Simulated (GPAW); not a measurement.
# A Ru chain with one N atom in line: relaxation, then transmission at several levels

Aim: the conductance of a Ru chain with one N atom in line after relaxation, and whether geometry, basis or functional moves it most.

Program: GPAW 26.7.0. Level of theory: GPAW LCAO, PAW setups; relaxation of the junction within the symmetry of its start, lead ends held, in the first sound run; inputs show where later runs differ. Results are calculated unless marked as measured.

This is a report of a sequence of runs, with most program output left out.

## Step 1: The starting structure

The cell holds 17 atoms: 16 Ru and 1 N. Its edges and angles: a = 9.000 Å, b = 9.000 Å, c = 37.169 Å, α = 90.0°, β = 90.0°, γ = 90.0°. Regions: left lead, 8 atoms (8 Ru); channel, 1 atom (1 N); right lead, 8 atoms (8 Ru). Vacuum lies along a and b. The structure is stacked along c, and the current runs across the ab planes.

## Step 2: Relaxing the atoms

Transmission follows bond lengths closely, so the atoms between the held lead ends are relaxed first, within whatever symmetry the start has.

run.py reads:

```python
import json
from ase import Atoms
from ase.constraints import FixAtoms
from ase.optimize import BFGS
from gpaw import GPAW, FermiDirac

device = Atoms(
    ['Ru', 'Ru', 'Ru', 'Ru', 'Ru', 'Ru', 'Ru', 'Ru', 'N', 'Ru', 'Ru', 'Ru', 'Ru', 'Ru', 'Ru', 'Ru', 'Ru'],
    positions=[
        [4.50000, 4.50000, 1.12500],
        [4.50000, 4.50000, 3.37500],
        [4.50000, 4.50000, 5.62500],
        [4.50000, 4.50000, 7.87500],
        [4.50000, 4.50000, 10.12500],
        [4.50000, 4.50000, 12.37500],
        [4.50000, 4.50000, 14.62500],
        [4.50000, 4.50000, 16.87500],
        [4.50000, 4.50000, 18.58440],
        [4.50000, 4.50000, 20.29380],
        [4.50000, 4.50000, 22.54380],
        [4.50000, 4.50000, 24.79380],
        [4.50000, 4.50000, 27.04380],
        [4.50000, 4.50000, 29.29380],
        [4.50000, 4.50000, 31.54380],
        [4.50000, 4.50000, 33.79380],
        [4.50000, 4.50000, 36.04380]],
    cell=[[9.0, 0.0, 0.0], [0.0, 9.0, 0.0], [0.0, 0.0, 37.1688]],
    pbc=True)

device.set_constraint(FixAtoms([0, 1, 2, 3, 4, 5, 6, 10, 11, 12, 13, 14, 15, 16]))
device.calc = GPAW(mode='lcao', basis='dzp', xc='PBE', h=0.18,
                   kpts={'size': (1, 1, 2), 'gamma': True},
                   symmetry={'tolerance': 1e-3, 'extra_ids': [1, 1, 1, 1, 1, 1, 1, 0, 0, 0, 1, 1, 1, 1, 1, 1, 1]},
                   occupations=FermiDirac(0.1), maxiter=250,
                   mixer=dict(beta=0.1, nmaxold=8, weight=100.0),
                   convergence=dict(density=0.0001), txt='relax.txt')
path = []
opt = BFGS(device, maxstep=0.15)
opt.attach(lambda: path.append((device.get_potential_energy(), device.positions.tolist(), device.get_forces().tolist())))
relaxed = bool(opt.run(fmax=0.05, steps=50))
json.dump(dict(relaxed=relaxed, path=path, positions=device.positions.tolist(), moments=device.get_magnetic_moments().tolist(),
               forces=device.get_forces(apply_constraint=False).tolist()), open('result.json', 'w'))
```

Command:

```sh
OMP_NUM_THREADS=1 OPENBLAS_NUM_THREADS=1 python run.py
```

Run time: 20 min. Hardware: 1 thread of Arm Neoverse V1, shared host; peak memory 2 GiB.

Step by step:

```
step  energy less that of the first step (eV)  largest force (eV/Å)
   1                                   0.0000                2.9233
   2                                  -0.1779                1.2690
   3                                  -0.2244                0.0623
   4                                  -0.2246                0.0634
   5                                   0.0980                3.6215
   6                                  -0.2246                0.0259
```

The atoms that moved most (Å):

```
atom     dx     dy      dz  length
 Ru8  0.000  0.000  -0.077   0.077
Ru10  0.000  0.000   0.077   0.077
```

The relaxation lowered the energy of the cell by 0.225 eV (energies extrapolated to zero smearing; the optimiser's log prints free energies). The largest force left on a free atom is 0.026 eV/Å.

## Step 3: Double-zeta polarised basis

The script solves lead and junction separately, takes H and S in the orbital basis, and joins semi-infinite leads through their self-energies; the dzp basis is the working standard.

This step: GPAW LCAO, PAW setups; Landauer transmission from Green's functions with principal layers (ASE), zero bias (GPAW 26.7.0).

run.py reads:

```python
import json
import numpy as np
from ase import Atoms
from ase.transport.calculators import TransportCalculator
from gpaw import GPAW, FermiDirac
from gpaw.lcao.tools import get_lcao_hamiltonian
from scipy.linalg import eigh

# The junction with lead layers at both ends, along the third cell vector
device = Atoms(
    ['Ru', 'Ru', 'Ru', 'Ru', 'Ru', 'Ru', 'Ru', 'Ru', 'N', 'Ru', 'Ru', 'Ru', 'Ru', 'Ru', 'Ru', 'Ru', 'Ru'],
    positions=[
        [4.50000, 4.50000, 1.12500],
        [4.50000, 4.50000, 3.37500],
        [4.50000, 4.50000, 5.62500],
        [4.50000, 4.50000, 7.87500],
        [4.50000, 4.50000, 10.12500],
        [4.50000, 4.50000, 12.37500],
        [4.50000, 4.50000, 14.62500],
        [4.50000, 4.50000, 16.79793],
        [4.50000, 4.50000, 18.58440],
        [4.50000, 4.50000, 20.37087],
        [4.50000, 4.50000, 22.54380],
        [4.50000, 4.50000, 24.79380],
        [4.50000, 4.50000, 27.04380],
        [4.50000, 4.50000, 29.29380],
        [4.50000, 4.50000, 31.54380],
        [4.50000, 4.50000, 33.79380],
        [4.50000, 4.50000, 36.04380]],
    cell=[[9.0, 0.0, 0.0], [0.0, 9.0, 0.0], [0.0, 0.0, 37.1688]],
    pbc=True)

# One principal layer of the lead: the first 5 atoms of the device
lead = Atoms(
    ['Ru', 'Ru', 'Ru', 'Ru', 'Ru'],
    positions=[
        [4.50000, 4.50000, 1.12500],
        [4.50000, 4.50000, 3.37500],
        [4.50000, 4.50000, 5.62500],
        [4.50000, 4.50000, 7.87500],
        [4.50000, 4.50000, 10.12500]],
    cell=[[9.0, 0.0, 0.0], [0.0, 9.0, 0.0], [0.0, 0.0, 11.25]],
    pbc=True)

settings = dict(mode='lcao', basis='dzp', xc='PBE', h=0.18,
                occupations=FermiDirac(0.1), maxiter=250,
                mixer=dict(beta=0.1, nmaxold=8, weight=100.0),
                convergence=dict(density=0.0001))
energies = np.arange(-2, 2 + 1e-9, 0.025)
eta = 0.0001
n1, n2 = 1, 1
# k and -k transmit alike, so half of the mesh across the current serves
mesh = [(i, j) for i in range(n1) for j in range(n2) if (i, j) <= (-i % n1, -j % n2)]
weights = np.array([1 if (i, j) == (-i % n1, -j % n2) else 2 for i, j in mesh]) / (n1 * n2)


def ground_state(atoms, size, txt):
    atoms.calc = GPAW(kpts={'size': size, 'gamma': True}, symmetry={'tolerance': 1e-3}, txt=txt, **settings)
    atoms.get_potential_energy()
    return atoms.calc.get_fermi_level()


def blocks(atoms, fermi, points, nz, cells):
    """H - E_F S and S between cell 0 and the cells above it, at each point across the current."""
    kz = np.arange(nz) / nz
    calc = atoms.calc.fixed_density(kpts=[(*k, z) for k in points for z in kz], symmetry='off', txt=None)
    H, S = get_lcao_hamiltonian(calc)
    H = (H - fermi * S).reshape(len(H), len(points), nz, *S.shape[1:])
    S = S.reshape(H.shape[1:])
    phases = [np.exp(-2j * np.pi * kz * R) / nz for R in cells]
    return [(np.einsum('skzij,z->ksij', H, p), np.einsum('kzij,z->kij', S, p)) for p in phases]


def pair(a, b):
    return np.block([[a, b], [b.T.conj(), a]])


def count_channels(h, s, cells, nk=240):
    """Half the number of times that the lead's bands cross each energy, unfolded to its shortest repeat."""
    b = len(h) // cells
    bands = []
    for k in (np.arange(nk + 1) + 0.5) / nk:
        hk, sk = h[:b, :b].copy(), s[:b, :b].copy()
        for R in range(1, cells):
            phase, block = np.exp(2j * np.pi * k * R), slice(R * b, (R + 1) * b)
            hk += h[:b, block] * phase + (h[:b, block] * phase).T.conj()
            sk += s[:b, block] * phase + (s[:b, block] * phase).T.conj()
        w, u = eigh(sk)
        x = u[:, w > 1e-5] / w[w > 1e-5]**0.5  # drop near-dependent combinations
        bands.append(np.r_[eigh(x.T.conj() @ hk @ x, eigvals_only=True), [1e9] * (w <= 1e-5).sum()])
    below = np.array(bands)[:, :, None] < energies
    return (below[1:] != below[:-1]).sum((0, 1)) / 2


fermi_lead = ground_state(lead, (1, 1, 10), 'lead.txt')
fermi_device = ground_state(device, (1, 1, 2), 'device.txt')
T, channels, eigen, tail, misfit, shifts = [], [], [], 0.0, 0.0, []
for first in range(0, len(mesh), 384):
    points = [(i / n1, j / n2) for i, j in mesh[first:first + 384]]
    (H0k, S0k), (H1k, S1k), (H2k, _) = blocks(lead, fermi_lead, points, 5, range(3))
    [(Hk, Sk)] = blocks(device, fermi_device, points, 2, [0])
    tail = max(tail, abs(H2k).max())
    for H0, S0, H1, S1, H, S in zip(H0k, S0k, H1k, S1k, Hk, Sk):
        n = len(S0)
        # Shift the lead onto the potential of the device's first layer
        shift = ((H[:, 0, 0] - H0[:, 0, 0]) / S0[0, 0]).real.mean()
        shifts.append(shift)
        misfit = max(misfit, abs(H[:, :n, :n] - H0 - shift * S0).max())
        Tk, Ck, Ek = [], [], []
        for s in range(len(H)):
            t = s % len(H0)  # a lead without moments serves both spins
            h1, s1 = pair(H0[t] + shift * S0, H1[t] + shift * S1), pair(S0, S1)
            leads = dict(h1=h1, s1=s1, energies=energies, eta=eta, eta1=eta, eta2=eta)
            calc = TransportCalculator(h=H[s], s=S, eigenchannels=3, **leads)
            Tk.append(calc.get_transmission())
            Ek.append(np.sort(calc.eigenchannels_ne, axis=0)[::-1])
            Ck.append(count_channels(h1, s1, 10))
        T.append(Tk)
        channels.append(Ck)
        eigen.append(Ek)
T, channels = np.array(T), np.array(channels)
mean, open_channels = np.einsum('kse,k->se', T, weights), np.einsum('kse,k->se', channels, weights)

print(f'basis functions: device {len(S)}, principal layer {n}')
print(f'Fermi level: lead {fermi_lead:.4f} eV, device {fermi_device:.4f} eV; lead shifted by {np.mean(shifts):.4f} eV')
print(f'largest coupling past the next layer {tail:.2e} eV, largest misfit of the first layer {misfit:.3f} eV')
print('  E-E_F (eV)   ' + 'T (one spin)  channels')
for e, t, c in zip(energies, mean.T, open_channels.T):
    print(f'{e:10.3f}  ', *[f'{x:11.4e}' for x in t], *[f'{x:9.4f}' for x in c])

kT = 8.617333e-5 * 300
fine = np.linspace(energies[0], energies[-1], 4001)
both = np.exp(np.interp(fine, energies, np.log(np.maximum(mean.sum(0) * 2 / len(mean), 1e-30))))
fermi = lambda mu: 1 / (1 + np.exp(np.clip((fine - mu) / kT, -200, 200)))
slope = fermi(0) * (1 - fermi(0)) / kT
G = np.trapezoid(both * slope, fine) / 2
seebeck = -np.trapezoid(both * slope * fine, fine) / (2 * G * 300) * 1e6
print(f'conductance at 300 K: {G:.5g} G0 a cell; thermopower {seebeck:.4g} uV/K')
bias = [0.1, 0.2, 0.5, 1.0, 1.5, 2.0]
current = [38.74 * np.trapezoid(both * (fermi(V / 2) - fermi(-V / 2)), fine) for V in bias]
for V, I in zip(bias, current):
    print(f'current from the zero-bias T(E) at {V} V: {I:.5g} uA')
zero = abs(energies).argmin()
json.dump(dict(energies=energies.tolist(), T=mean.tolist(), channels=open_channels.tolist(), G=G, seebeck=seebeck,
               bias=bias, current=current, tail=tail, misfit=misfit, shift=np.mean(shifts), n_device=len(S), n_lead=n,
               fermi=[fermi_lead, fermi_device], energy=device.get_potential_energy(),
               moments=device.get_magnetic_moments().tolist(), mesh=mesh, weights=weights.tolist(),
               T_k=T[:, :, zero].tolist(), eigen=np.array(eigen[0]).tolist()), open('result.json', 'w'))
```

The job ended after 6.9 min (1 thread; peak memory 2.2 GiB).

This step gave:

| Item | Value |
| --- | --- |
| conductance | 2.767 G₀ |
| largest coupling past the next principal layer | 2.00e-5 eV |
| largest misfit of the first principal layer | 0.03997 eV |
| shift that aligns the lead | -0.01352 eV |
| basis functions of the junction | 477 |
| basis functions of a principal layer | 145 |
| transmission at the Fermi level (one spin) | 2.767 |

One spin. Table of transmission, zone mean by energy, zero at the Fermi level:

energy (eV), transmission, zone mean and a bar from the least value:
```
   -2.000       2.66 ################
   -1.900       2.64 ###############
   -1.800       2.62 ###############
   -1.700       2.61 ##############
   -1.600       2.60 ##############
   -1.500       2.61 ##############
   -1.400       2.63 ###############
   -1.300       2.67 ################
   -1.275       2.69 #################
   -1.200       2.69 #################
   -1.100       2.61 ##############
   -1.000       2.59 ##############
   -0.900       2.59 #############
   -0.800       2.58 #############
   -0.700       2.59 #############
   -0.600       2.60 ##############
   -0.500       2.62 ###############
   -0.400       2.65 ################
   -0.300       2.68 #################
   -0.200       2.71 ##################
   -0.100       2.74 ###################
    0.000       2.77 ####################
    0.100       2.79 #####################
    0.200       2.78 #####################
    0.300       2.80 ######################
    0.400       2.82 ######################
    0.500       2.84 #######################
    0.600       2.86 ########################
    0.700       2.88 #########################
    0.800       2.90 #########################
    0.900       2.92 ##########################
    1.000       2.94 ###########################
    1.100       2.97 ############################
    1.200       2.99 #############################
    1.300       3.01 ##############################
    1.400       3.02 ##############################
    1.500       3.01 ##############################
    1.600       2.97 ############################
    1.700       2.95 ############################
    1.800       2.82 ######################
    1.900       2.60 ##############
    2.000       2.24
```

Not self-consistent under bias; the bias window is split evenly. The current through one cell, from the zero-bias transmission by bias:

```
bias (V)  current through one cell, from the zero-bias transmission (μA)
   0.100                                                            21.4
   0.200                                                            42.9
   0.500                                                             107
   1.000                                                             213
   1.500                                                             319
   2.000                                                             425
```

Table of transmission of the three most open eigenchannels by energy, zero at the Fermi level:

```
energy (eV)  channel 1  channel 2  channel 3
     -2.000      0.940      0.940      0.782
     -1.900      0.925      0.925      0.788
     -1.800      0.911      0.911      0.796
     -1.700      0.901      0.901      0.805
     -1.600      0.893      0.893      0.817
     -1.500      0.889      0.889      0.832
     -1.400      0.887      0.887      0.853
     -1.300      0.891      0.888      0.888
     -1.200      0.889      0.889      0.857
     -1.100      0.891      0.891      0.809
     -1.000      0.892      0.892      0.792
     -0.900      0.894      0.894      0.780
     -0.800      0.896      0.896      0.770
     -0.700      0.899      0.899      0.767
     -0.600      0.903      0.903      0.770
     -0.500      0.907      0.907      0.776
     -0.400      0.913      0.913      0.784
     -0.300      0.919      0.919      0.794
     -0.200      0.926      0.926      0.806
     -0.100      0.933      0.933      0.818
      0.000      0.939      0.939      0.830
      0.100      0.944      0.944      0.843
      0.200      0.949      0.949      0.856
      0.300      0.953      0.953      0.870
      0.400      0.956      0.956      0.885
      0.500      0.959      0.959      0.901
      0.600      0.962      0.962      0.914
      0.700      0.965      0.965      0.926
      0.800      0.970      0.970      0.936
      0.900      0.975      0.975      0.945
      1.000      0.981      0.981      0.953
      1.100      0.988      0.988      0.965
      1.200      0.993      0.993      0.978
      1.300      0.997      0.997      0.991
      1.400      0.999      0.999      0.998
      1.500      0.997      0.997      0.995
      1.600      0.991      0.991      0.971
      1.700      0.998      0.978      0.978
      1.800      0.951      0.951      0.915
      1.900      0.894      0.894      0.813
      2.000      0.751      0.751      0.733
```

Couplings past the next layer reach 2.0e-5 eV, small enough to drop; the matrix elements of the cell's first layer differ from the bulk lead's by up to 0.040 eV. That layer keeps its own values in the calculation, and only beyond it is the lead taken as perfect. The Fermi levels of lead and junction count from different zeros of potential, one for each periodic cell; with both set to zero, the small remaining shift is what aligns them. By hand: G = 2.767 × 77.48 μS = 214 μS, a resistance of 4.66 kΩ; at 0.1 V a linear junction would pass 21.4 μA, and the integral over the bias window gives 21.4 μA.

## Step 4: Single-zeta polarised basis

The second zeta is dropped, the polarisation orbitals stay.

run.py, as its differences from that of step 3:

```diff
@@ -44,3 +44,3 @@
 
-settings = dict(mode='lcao', basis='dzp', xc='PBE', h=0.18,
+settings = dict(mode='lcao', basis='szp(dzp)', xc='PBE', h=0.18,
                 occupations=FermiDirac(0.1), maxiter=250,
```

Wall time 4.4 min (1 thread); peak memory 2.1 GiB.

Numbers from this step:

* conductance: 2.831 G₀
* largest coupling past the next principal layer: 2.01e-5 eV
* largest misfit of the first principal layer: 0.04940 eV
* shift that aligns the lead: -0.01348 eV
* basis functions of the junction: 265
* basis functions of a principal layer: 80
* transmission at the Fermi level (one spin): 2.831

One spin. Transmission, zone mean against energy, zero at the Fermi level:

```
energy (eV)  transmission, zone mean
     -2.000                     2.67
     -1.800                     2.63
     -1.600                     2.62
     -1.400                     2.64
     -1.200                     2.78
     -1.000                     2.67
     -0.800                     2.66
     -0.600                     2.68
     -0.400                     2.72
     -0.200                     2.77
      0.000                     2.83
      0.200                     2.85
      0.400                     2.88
      0.600                     2.91
      0.800                     2.95
      1.000                     2.98
      1.200                     3.01
      1.250                     3.01
      1.400                     2.98
      1.600                     2.73
      1.675                     2.85
      1.800                     2.61
      2.000                     1.50
```

Not self-consistent under bias; the bias window is split evenly. The current through one cell, from the zero-bias transmission by bias:

```
bias (V)  current through one cell, from the zero-bias transmission (μA)
   0.100                                                            21.9
   0.200                                                            43.8
   0.500                                                             109
   1.000                                                             218
   1.500                                                             326
   2.000                                                             435
```

Transmission of the three most open eigenchannels against energy, zero at the Fermi level:

```
energy (eV)  channel 1  channel 2  channel 3
     -2.000      0.951      0.951      0.764
     -1.800      0.926      0.926      0.775
     -1.600      0.912      0.912      0.792
     -1.400      0.909      0.909      0.820
     -1.200      0.910      0.910      0.877
     -1.000      0.913      0.913      0.833
     -0.800      0.917      0.917      0.811
     -0.600      0.925      0.925      0.806
     -0.400      0.937      0.937      0.813
     -0.200      0.950      0.950      0.829
      0.000      0.962      0.962      0.855
      0.200      0.970      0.970      0.882
      0.400      0.976      0.976      0.910
      0.600      0.982      0.982      0.935
      0.800      0.989      0.989      0.955
      1.000      0.996      0.996      0.972
      1.200      0.999      0.999      0.993
      1.400      0.992      0.989      0.989
      1.600      0.956      0.956      0.811
      1.800      0.902      0.854      0.854
      2.000      0.697      0.402      0.402
```

The conductance, 2.83 G₀, lies 2.3 % above that of the dzp run.

(Continued in part 2 of 2.)

[Logs are printed without paths, hosts, clocks, repeated set-up lines and the standing remarks that a program may print on its own settings, such as how far it seeks lower states.]

[Hosts, paths, dates, database ids (printed as entryN), source tags and the programs' standing remarks are cut or masked in the printed files.]
